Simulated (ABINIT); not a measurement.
# Quasiparticle gap of AlN (F-43m) in ABINIT, part 3 of 3

Wanted: ground state, empty states, screening and self-energy for AlN (F-43m).

ABINIT 10.8.3; PBE and many-body steps on it, plane waves. Known limits of the many-body steps: not at the basis limit.

So far. Step 4 (Empty states on the mesh, 6×6×6 mesh, 107 bands): On this mesh the gap is 3.325 eV. Step 5 (Screening, 6×6×6 mesh, 99 bands, screening to 217.7 eV): Local fields lower ε∞ by 9 %.

## 6. Self-energy, 6×6×6 mesh, 99 bands, screening to 217.7 eV

The self-energy is evaluated for the states that the input lists, and the levels follow from it, in one-shot runs by the linearised quasiparticle equation.

This step: G0W0 on PBE, plane waves, norm-conserving pseudopotentials.

The input, run.abi:

```
acell 3*1.0 Angstrom
rprim 
  -0.000000000000 2.183993559600 2.183993559600
  2.183993559600 -0.000000000000 2.183993559600
  2.183993559600 2.183993559600 -0.000000000000
ntypat 2
znucl 13 7
natom 2
typat 1 2
xred 
  0.000000000000 0.000000000000 0.000000000000
  0.750000000000 0.750000000000 0.750000000000
pp_dirpath "pseudos"
pseudos "Al.upf, N.upf"
ecut 36
ngkpt 6 6 6
nshiftk 1
shiftk 0 0 0
kptopt 1
chksymbreak 0
istwfk *1
occopt 1
irdwfk 1
optdriver 4
nband 99
gwcalctyp 0
ecutsigx 36
symsigma 1
nkptgw 2
kptgw 
  0.0000000000 0.0000000000 0.0000000000
  0.5000000000 0.5000000000 0.0000000000
bdgw 
  2 8
  3 6
ecuteps 8
irdscr 1
ppmodel 1
indata_prefix "in"
outdata_prefix "out"
tmpdata_prefix "tmp"
```

Launch:

```sh
$ OMP_NUM_THREADS=1 mpirun -n 8 abinit run.abi > log
```

Numbers of over 12 decimals in the logs are rounded to 6 here.

Output:

```text
.Version 10.8.3 of ABINIT. v10.8.2 released Aug 2026.

 Symmetries : space group F-4 3 m (#216); Bravais cF (face-center cubic)
[... echo of the input left out ...]
== DATASET  1 ==================================================================
-   mpi_nproc: 8, omp_nthreads: 1 (-1 if OMP is not activated)

--- !DatasetInfo
iteration_state: {dtset: 1, }
dimensions: {natom: 2, nkpt: 16, mband: 99, nsppol: 1, nspinor: 1, nspden: 1, mpw: 1464, }
cutoff_energies: {ecut:  36.0, pawecutdg:  -1.0, }
electrons: {nelect:   8.00000000E+00, charge:   0.00000000E+00, occopt:   1.00000000E+00, tsmear:   1.00000000E-02, }

 SIGMA: Calculation of the GW corrections

 Based on a program developped by R.W. Godby, V. Olevano, G. Onida, and L. Reining.
 Incorporated in ABINIT by V. Olevano, G.-M. Rignanese, and M. Torrent.
.Using double precision arithmetic ; gwpc =  8

[... cell and pseudopotentials left out ...]
--------------------------------------------------------------------------------

 ==== K-mesh for the wavefunctions ====
 Number of points in the irreducible wedge :    16
[... list of points left out ...]
 Together with 24 symmetry operations and time-reversal symmetry
 yields   216 points in the full Brillouin Zone.

 ==== Q-mesh for screening function ====
 Number of points in the irreducible wedge :    16
[... list of points left out ...]
 Together with 24 symmetry operations and time-reversal symmetry
 yields   216 points in the full Brillouin Zone.

 vcoul_init : cutoff-mode = AUXILIARY_FUNCTION
 q-points for optical limit:   1
     1)      0.000010    0.000020    0.000030
 setmesh: FFT mesh size selected  =    32x   32x   32
          total number of points  =        32768

 Number of electrons calculated from density =    8.0000; Expected =    8.0000
 average of density, n =  0.056900
 r_s =    1.6129
 omega_plasma =   23.0097 [eV]

 === KS Band Gaps ===
  >>>> For spin  1
   Minimum direct gap =   4.1921 [eV], located at k-point      :   0.0000  0.0000  0.0000
   Fundamental gap    =   3.3248 [eV], Top of valence bands at :   0.0000  0.0000  0.0000
                                       Bottom of conduction at :   0.5000  0.5000  0.0000
 SIGMA fundamental parameters:
 PLASMON POLE MODEL  1
 number of plane-waves for SigmaX                 1459
 number of plane-waves for SigmaC and W            169
 number of plane-waves for wavefunctions          1459
 number of bands                                    99
 number of independent spin polarizations            1
 number of spinorial components                      1
 number of k-points in IBZ                          16
 number of q-points in IBZ                          16
 number of symmetry operations                      24
 number of k-points in BZ                          216
 number of q-points in BZ                          216
 number of frequencies for dSigma/dE                 9
 frequency step for dSigma/dE [eV]                0.25
 number of omega for Sigma on real axis              0
 max omega for Sigma on real axis  [eV]           0.00
 zcut for avoiding poles [eV]                     0.10

 EPSILON^-1 parameters (SCR file):
 dimension of the eps^-1 matrix on file            169
 dimension of the eps^-1 matrix used               169
 number of plane-waves for wavefunctions          1459
 number of bands                                    99
 number of q-points in IBZ                          16
 number of frequencies                               2
 number of real frequencies                          1
 number of imag frequencies                          1

 matrix elements of self-energy operator (all in [eV])

 Perturbative Calculation

--- !SelfEnergy_ee
iteration_state: {dtset: 1, }
kpoint     : [   0.000,    0.000,    0.000, ]
spin       : 1
KS_gap     :    4.192
QP_gap     :    5.586
Delta_QP_KS:    1.394
data: !SigmaeeData |
     Band     E0 <VxcDFT>   SigX SigC(E0)      Z dSigC/dE  Sig(E)    E-E0       E
        2   5.159 -16.959 -20.996   2.963   0.785  -0.273 -17.802  -0.843   4.316
        3   5.159 -16.959 -20.996   2.963   0.785  -0.273 -17.802  -0.843   4.316
        4   5.159 -16.959 -20.996   2.963   0.785  -0.273 -17.802  -0.843   4.316
        5   9.351 -12.531  -8.056  -3.799   0.815  -0.226 -11.980   0.551   9.902
        6  17.748  -9.892  -4.092  -5.066   0.815  -0.227  -9.293   0.598  18.346
        7  17.748  -9.892  -4.092  -5.066   0.815  -0.227  -9.293   0.598  18.346
        8  17.748  -9.892  -4.092  -5.066   0.815  -0.227  -9.293   0.598  18.346

--- !SelfEnergy_ee
iteration_state: {dtset: 1, }
kpoint     : [   0.500,    0.500,    0.000, ]
spin       : 1
KS_gap     :    5.100
QP_gap     :    6.585
Delta_QP_KS:    1.485
data: !SigmaeeData |
     Band     E0 <VxcDFT>   SigX SigC(E0)      Z dSigC/dE  Sig(E)    E-E0       E
        3   3.383 -15.432 -20.146   3.264   0.781  -0.280 -16.565  -1.134   2.250
        4   3.383 -15.432 -20.146   3.264   0.781  -0.280 -16.565  -1.134   2.250
        5   8.483  -9.206  -5.016  -3.769   0.835  -0.197  -8.854   0.351   8.834
        6  13.810  -9.461  -4.383  -4.374   0.838  -0.193  -8.871   0.590  14.400

== END DATASET(S) ==============================================================
================================================================================

 -outvars: echo values of variables after computation  --------
           etotal      0.0000000000E+00
            nband          99
             nkpt          16
          spgroup         216
 [... the other variables as echoed above ...]

 Calculation completed.
```

The job ended after 5 s (8 MPI ranks of Intel Xeon 6975P-C (Granite Rapids), shared host; peak memory 1.2 GiB; 38 s of CPU time).

Numbers from this step:

```yaml
g0w0_gap_on_the_points_computed: 4.518 eV
starting_gap_on_the_mesh: 3.325 eV
k_of_the_valence_top: 0, 0, 0
k_of_the_conduction_bottom: 0.5, 0.5, 0
z_at_the_valence_top: 0.785
z_at_the_conduction_bottom: 0.835
least_direct_g0w0_gap_on_the_computed_points: 5.586 eV
```

The gap on the mesh goes from 3.32 eV to 4.52 eV, a correction of +1.19 eV.

Limits: finite bands, cutoff and mesh. v1 is the top filled band, c1 the lowest empty one. Levels before and after the correction, in eV, zero at the valence-band top of each column:

```
           conduction bottom  valence top
Kohn-Sham               3.32         0.00
     G0W0               4.52         0.00
```

```csv
,level,energy (eV)
Kohn-Sham,Γ v3-v1,0.000
Kohn-Sham,Γ c1,4.192
Kohn-Sham,Γ c2-c4,12.589
Kohn-Sham,(0.5 0.5 0) v2-v1,-1.775
Kohn-Sham,(0.5 0.5 0) c1,3.325
Kohn-Sham,(0.5 0.5 0) c2,8.652
G0W0,Γ v3-v1,0.000
G0W0,Γ c1,5.586
G0W0,Γ c2-c4,14.030
G0W0,(0.5 0.5 0) v2-v1,-2.066
G0W0,(0.5 0.5 0) c1,4.518
G0W0,(0.5 0.5 0) c2,10.084
```

## 7. Where the time went

Times are wall times on 8 MPI ranks of Intel Xeon 6975P-C (Granite Rapids), shared host, good to a factor of about two.

| step | time | share | memory (GiB) |
| --- | --- | --- | --- |
| ground state | 2.5 s | 8 % | 0.07 |
| bands along the symmetry lines | 2.2 s | 8 % | 0.07 |
| empty states on the mesh | 4.2 s | 14 % | 0.86 |
| screening | 16 s | 53 % | 1.2 |
| self-energy | 5 s | 17 % | 1.2 |

## 8. Summary of results

```yaml
pbe_gap: 3.32 eV, indirect
g0w0_gap_on_the_mesh: 4.52 eV
gw_settings: 6×6×6 mesh, 99 bands, screening to 217.7 eV, Godby-Needs plasmon pole
known_limits: not at the basis limit
```

In words: G0W0 moves the gap on the mesh from 3.32 eV to 4.52 eV (+1.19 eV), with Z of 0.79 and 0.83 at the edges. Local fields lower the RPA ε∞ on this mesh from 4.79 to 4.35. Only 2 of the mesh's irreducible points were corrected, so a valley elsewhere could overtake. The dearest step here is «screening». Bands and cutoff are finite, so the gap is not at the basis limit. The miss can reach some tenths of an eV and take either sign; the mesh is an error of its own. In the G0W0 run levels were corrected at 2 k points alone, so a gap called «on the mesh» is the least over those, and an edge elsewhere would be missed.

[Paths, hosts, dates, memory and timing lines, banners, echoed tables and standing remarks are left out of the program output.]

[Logs are printed without paths, hosts, clocks, repeated set-up lines and the standing remarks that a program may print on its own settings, such as how far it seeks lower states.]

[Runs of the session that timed out or met a known fault of the program may be left out.]

[Hosts, paths, dates, database ids (printed as entryN), source tags and the programs' standing remarks are cut or masked in the printed files.]

[G0W0 gaps are taken among the corrected bands and points alone; a level outside them can change the order at an edge.]

[Where Ansatz stands beside ABINIT at settings called matched, ABINIT's density can come from a denser mesh and the files from another edition; pairs whose starting gaps differed by over 0.03 eV were left out, so agreement reads better than it is.]
